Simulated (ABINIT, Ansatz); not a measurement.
## Quasiparticle gap of TlAsF6 (R-3) in ABINIT

Aim: the G0W0 gap of TlAsF6 (R-3) on PBEsol, step by step.

Calculated with ABINIT 10.8.3; PBEsol and many-body steps on it, plane waves.

This is a report of a sequence of runs, with most program output left out.

### Step 1. The structure

It takes space group R-3 (No. 148, trigonal). The conventional cell has a = 7.441 Å, b = 7.441 Å, c = 7.448 Å, α = 90.00°, β = 90.00°, γ = 120.00°. Nearest to Tl lie 6 F at 2.95 Å. As has 6 F at 1.75 Å nearest. Nearest to F lie 1 As at 1.75 Å. Farther neighbours and most contacts between anions are not listed.

The cell and positions are those that the Materials Project relaxed with its own functionals (PBE, PBE+U or r2SCAN), kept fixed. Spin-orbit coupling is left out unless a step names it.

### Step 2. Ground state

This step: ABINIT 10.8.3; DFT, PBEsol, plane waves, norm-conserving pseudopotentials.

The ground-state density comes first.

File run.abi:

```
acell 3*1.0 Angstrom
rprim 
  3.720723898783 2.148160944528 2.482723275713
  -3.720723898783 2.148160944528 2.482723275713
  0.000000000000 -4.296321889101 2.482723275674
ntypat 3
znucl 81 33 9
natom 8
typat 1 2 3 3 3 3 3 3
xred 
  0.000000000000 0.000000000000 0.000000000000
  0.500000000000 0.500000000000 0.500000000000
  0.698048100000 0.789498230000 0.423038160000
  0.789498230000 0.423038160000 0.698048100000
  0.210501770000 0.576961840000 0.301951900000
  0.423038160000 0.698048100000 0.789498230000
  0.576961840000 0.301951900000 0.210501770000
  0.301951900000 0.210501770000 0.576961840000
pp_dirpath "pseudos"
pseudos "Tl.upf, As.upf, F.upf"
ecut 44
ngkpt 4 4 4
nshiftk 1
shiftk 0 0 0
kptopt 1
chksymbreak 0
nband 51
occopt 1
tolvrs 1e-10
nstep 60
prtwf 0
optforces 0
optstress 0
indata_prefix "in"
outdata_prefix "out"
tmpdata_prefix "tmp"
```

On the command line:

```console
$ OMP_NUM_THREADS=1 mpirun -n 8 abinit run.abi > log
```

The job ended after 2.2 min (8 MPI ranks of Arm Neoverse N1, shared host; peak memory 1.1 GiB).

This step gave:

| Quantity | Value |
| --- | --- |
| total energy | -17524.6338 eV |
| gap | 4.665 eV |
| k of the valence top | -0.25, 0.5, 0.25 |
| k of the conduction bottom | 0.5, 0, 0 |
| least direct gap | 4.777 eV |

The gap is indirect, with the least direct gap 0.11 eV higher.

### Step 3. Bands along the symmetry lines

Levels along a band path, at the cheap level, show where the edges lie and whether the meshes to come will hold them.

run.abi: that of step 2 with these lines changed.

```diff
@@ -21,14 +21,36 @@
 ecut 44
-ngkpt 4 4 4
-nshiftk 1
-shiftk 0 0 0
-kptopt 1
-chksymbreak 0
-nband 51
-occopt 1
-tolvrs 1e-10
-nstep 60
+iscf -2
+irdden 1
+kptopt 0
+nkpt 22
+kpt 
+  0.00000000 0.00000000 0.00000000
+  0.12500000 0.00000000 0.00000000
+  0.25000000 0.00000000 0.00000000
+  0.37500000 0.00000000 0.00000000
+  0.50000000 -0.00000000 0.00000000
+  0.50000000 -0.12500000 0.12500000
+  0.50000000 -0.25000000 0.25000000
+  0.50000000 -0.37500000 0.37500000
+  0.50000000 -0.50000000 0.50000000
+  0.47232264 -0.52767736 0.47232264
+  0.44464528 -0.55535472 0.44464528
+  0.41696791 -0.58303209 0.41696791
+  0.38929055 -0.61070945 0.38929055
+  0.38929055 0.38929055 0.38929055
+  0.29196791 0.29196791 0.29196791
+  0.19464528 0.19464528 0.19464528
+  0.09732264 0.09732264 0.09732264
+  0.00000000 0.00000000 0.00000000
+  0.12500000 -0.12500000 0.00000000
+  0.25000000 -0.25000000 0.00000000
+  0.37500000 -0.37500000 0.00000000
+  0.50000000 -0.50000000 0.00000000
+istwfk *1
+nband 50
+nbdbuf 2
+tolwfr 1e-08
+nstep 40
 prtwf 0
-optforces 0
-optstress 0
+prtvol 0
 indata_prefix "in"
```

Elapsed: 85 s, on 8 MPI ranks; peak memory 0.86 GiB; 11 min of CPU time.

Numbers from this step:

```yaml
gap: 4.665 eV
k_of_the_valence_top: 0.5, -0.25, 0.25
k_of_the_conduction_bottom: 0.5, 0, 0
least_direct_gap: 4.777 eV
```

The gap is 4.665 eV, as in the run before at this level.

The electronic bands at the labelled points (eV, zero at the top of the highest filled band):

| point | band 40 | band 41 | band 42 | band 43 | band 44 | band 45 | band 46 | band 47 |
| --- | --- | --- | --- | --- | --- | --- | --- | --- |
| Γ | -1.53 | -1.29 | -1.29 | -0.78 | 5.37 | 7.44 | 7.99 | 7.99 |
| halfway | -1.34 | -1.21 | -1.13 | -0.47 | 5.02 | 7.34 | 7.97 | 8.12 |
| L | -1.39 | -1.15 | -1.07 | -0.11 | 4.67 | 7.22 | 8.07 | 8.30 |
| halfway | -1.29 | -1.15 | -1.11 | 0.00 | 5.09 | 7.20 | 7.40 | 7.62 |
| T | -1.25 | -1.11 | -1.11 | -0.15 | 5.31 | 7.15 | 7.15 | 7.74 |
| halfway | -1.23 | -1.11 | -1.11 | -0.17 | 5.33 | 7.15 | 7.15 | 7.68 |
| P0 | -1.20 | -1.11 | -1.11 | -0.24 | 5.40 | 7.15 | 7.15 | 7.53 |
| jump to P2 | -1.20 | -1.11 | -1.11 | -0.24 | 5.40 | 7.15 | 7.15 | 7.53 |
| halfway | -1.22 | -1.22 | -1.17 | -0.26 | 5.31 | 7.22 | 7.50 | 7.50 |
| Γ | -1.53 | -1.29 | -1.29 | -0.78 | 5.37 | 7.44 | 7.99 | 7.99 |
| halfway | -1.30 | -1.19 | -1.10 | -0.36 | 4.96 | 7.29 | 7.82 | 8.11 |
| F | -1.39 | -1.12 | -1.06 | -0.08 | 5.40 | 6.73 | 7.03 | 8.08 |

### Step 4. Empty states on the mesh, 2×2×2 mesh, 436 bands

The sums over transitions need many empty states on a uniform mesh; this step solves for them.

File run.abi:

```
acell 3*1.0 Angstrom
rprim 
  3.720723898783 2.148160944528 2.482723275713
  -3.720723898783 2.148160944528 2.482723275713
  0.000000000000 -4.296321889101 2.482723275674
ntypat 3
znucl 81 33 9
natom 8
typat 1 2 3 3 3 3 3 3
xred 
  0.000000000000 0.000000000000 0.000000000000
  0.500000000000 0.500000000000 0.500000000000
  0.698048100000 0.789498230000 0.423038160000
  0.789498230000 0.423038160000 0.698048100000
  0.210501770000 0.576961840000 0.301951900000
  0.423038160000 0.698048100000 0.789498230000
  0.576961840000 0.301951900000 0.210501770000
  0.301951900000 0.210501770000 0.576961840000
pp_dirpath "pseudos"
pseudos "Tl.upf, As.upf, F.upf"
ecut 44
ngkpt 2 2 2
nshiftk 1
shiftk 0 0 0
kptopt 1
chksymbreak 0
iscf -2
irdden 1
istwfk *1
nband 436
nbdbuf 38
tolwfr 1e-09
nstep 60
prtvol 0
indata_prefix "in"
outdata_prefix "out"
tmpdata_prefix "tmp"
```

Run time: 10 min. Hardware: 8 MPI ranks; peak memory 1.1 GiB; 82 min of CPU time.

This step gave:

| Item | Value |
| --- | --- |
| gap | 4.749 eV |
| k of the valence top | 0.5, 0.5, 0 |
| k of the conduction bottom | 0.5, 0, 0 |
| least direct gap | 4.777 eV |
| k points computed | 4 |
| lowest point of the top converged band, above the valence top | 116.1551 eV |

On this mesh the gap is 4.749 eV. The earlier step found 4.665 eV, so this mesh misses an edge.

### Step 5. Screening, 2×2×2 mesh, 398 bands, screening to 217.7 eV

The RPA dielectric matrix is built and inverted for each q.

This step: RPA screening on PBEsol, plane waves, norm-conserving pseudopotentials.

run.abi: that of step 4 with these lines changed.

```diff
@@ -26,10 +26,11 @@
 chksymbreak 0
-iscf -2
-irdden 1
 istwfk *1
-nband 436
-nbdbuf 38
-tolwfr 1e-09
-nstep 60
-prtvol 0
+occopt 1
+irdwfk 1
+optdriver 3
+nband 398
+ecuteps 8
+inclvkb 2
+awtr 1
+symchi 1
 indata_prefix "in"
```

Run time: 6.3 min. Hardware: 8 MPI ranks; peak memory 4.7 GiB.

Numbers from this step:

* ε∞ with local fields, on this mesh, along the program's q direction: 2.462
* the same without local fields: 2.9
* plasma frequency: 31.56 eV
* plane waves in the screening matrix: 827

Local fields lower ε∞ by 15 %. On a Γ-centred mesh this coarse the value itself is usually too large, while a short band sum pulls it down.

### Step 6. Self-energy, 2×2×2 mesh, 398 bands, screening to 217.7 eV

The self-energy is evaluated for the states that the input lists, and the levels follow from it, in one-shot runs by the linearised quasiparticle equation.

This step: G0W0 on PBEsol, plane waves, norm-conserving pseudopotentials.

run.abi: that of step 5 with these lines changed.

```diff
@@ -29,8 +29,19 @@
 irdwfk 1
-optdriver 3
+optdriver 4
 nband 398
+gwcalctyp 0
+ecutsigx 44
+symsigma 1
+nkptgw 3
+kptgw 
+  0.5000000000 0.5000000000 0.0000000000
+  0.5000000000 0.0000000000 0.0000000000
+  0.0000000000 0.0000000000 0.0000000000
+bdgw 
+  42 45
+  42 45
+  41 45
 ecuteps 8
-inclvkb 2
-awtr 1
-symchi 1
+irdscr 1
+ppmodel 1
 indata_prefix "in"
```

It took 4.1 min on 8 MPI ranks; peak memory 4.1 GiB; 33 min of CPU time.

This step gave:

* G0W0 gap on the points computed: 8.502 eV
* starting gap on the mesh: 4.749 eV
* k of the valence top: 0.5, 0.5, 0
* k of the conduction bottom: 0.5, 0, 0
* Z at the valence top: 0.851
* Z at the conduction bottom: 0.853
* least direct G0W0 gap on the computed points: 8.525 eV

The gap on the mesh goes from 4.75 eV to 8.50 eV, a correction of +3.75 eV. The start differs from the 4.67 eV found before because the two sample other k points.

Limits: finite bands, cutoff and mesh; no spin-orbit coupling; coarse k mesh. v1 is the top filled band, c1 the lowest empty one. Levels before and after the correction, in eV, zero at the valence-band top of each column:

|  | conduction bottom | valence top |
| --- | --- | --- |
| Kohn-Sham | 4.75 | 0.00 |
| G0W0 | 8.50 | 0.00 |

|  | level | energy (eV) |
| --- | --- | --- |
| Kohn-Sham | (0.5 0.5 0) v2 | -0.979 |
| Kohn-Sham | (0.5 0.5 0) v1 | 0.000 |
| Kohn-Sham | (0.5 0.5 0) c1 | 5.486 |
| Kohn-Sham | (0.5 0.5 0) c2 | 6.818 |
| Kohn-Sham | (0.5 0 0) v2 | -0.981 |
| Kohn-Sham | (0.5 0 0) v1 | -0.028 |
| Kohn-Sham | (0.5 0 0) c1 | 4.749 |
| Kohn-Sham | (0.5 0 0) c2 | 7.308 |
| G0W0 | (0.5 0.5 0) v2 | -1.182 |
| G0W0 | (0.5 0.5 0) v1 | 0.000 |
| G0W0 | (0.5 0.5 0) c1 | 9.761 |
| G0W0 | (0.5 0.5 0) c2 | 9.921 |
| G0W0 | (0.5 0 0) v2 | -1.218 |
| G0W0 | (0.5 0 0) v1 | -0.023 |
| G0W0 | (0.5 0 0) c1 | 8.502 |
| G0W0 | (0.5 0 0) c2 | 10.816 |

### Step 7. Where the time went

Times are wall times on 8 MPI ranks of Arm Neoverse N1, shared host, good to a factor of about two.

| step | time | share | memory (GiB) |
| --- | --- | --- | --- |
| ground state | 2.2 min | 9 % | 1.1 |
| bands along the symmetry lines | 85 s | 6 % | 0.86 |
| empty states on the mesh | 10 min | 42 % | 1.1 |
| screening | 6.3 min | 26 % | 4.7 |
| self-energy | 4.1 min | 17 % | 4.1 |

### Step 8. What came out

| Property | Result |
| --- | --- |
| PBEsol gap | 4.67 eV, indirect |
| G0W0 gap on the mesh | 8.50 eV |
| G0W0 gap over the zone (rigid shift) | 8.42 eV |
| GW settings | 2×2×2 mesh, 398 bands, screening to 217.7 eV, Godby-Needs plasmon pole |
| known limits | not at the basis limit; no spin-orbit coupling; coarse k mesh |

G0W0 moves the gap on the mesh from 4.75 eV to 8.50 eV (+3.75 eV), with Z of 0.85 and 0.85 at the edges. The mesh misses the band edges by 0.08 eV in all; a rigid shift gives 8.42 eV for the zone. Local fields lower the RPA ε∞ on this mesh from 2.90 to 2.46; a Γ-centred mesh this coarse tends to raise both, most where the direct gap is narrow, while a short band sum lowers them. Only 3 of the mesh's irreducible points were corrected, so a valley elsewhere could overtake. The dearest step here is «empty states on the mesh». Bands and cutoff are finite, so the gap is not at the basis limit. The miss can reach some tenths of an eV and take either sign; the mesh is an error of its own. In the G0W0 run levels were corrected at 3 k points alone, so a gap called «on the mesh» is the least over those, and an edge elsewhere would be missed. A denser mesh or path gives a starting gap of 4.67 eV: the GW mesh misses a band edge, so its gaps are not the fundamental one. The 2×2×2 mesh is coarse for this cell, which bears on the long-range parts of exchange and screening. Where an edge is built on 6p states of lead, bismuth or thallium, scalar-relativistic gaps usually stand too wide, by a few tenths to over one eV. The many-body steps are scalar-relativistic: spin-orbit coupling is not in them.

[Paths, hosts, dates, memory and timing lines, banners, echoed tables and standing remarks are left out of the program output.]

[Logs are printed without paths, hosts, clocks, repeated set-up lines and the standing remarks that a program may print on its own settings, such as how far it seeks lower states.]

[Runs of the session that timed out or met a known fault of the program may be left out.]

[Hosts, paths, dates, database ids (printed as entryN), source tags and the programs' standing remarks are cut or masked in the printed files.]

[G0W0 gaps are taken among the corrected bands and points alone; a level outside them can change the order at an edge.]

[Where Ansatz stands beside ABINIT at settings called matched, ABINIT's density can come from a denser mesh and the files from another edition; pairs whose starting gaps differed by over 0.03 eV were left out, so agreement reads better than it is.]
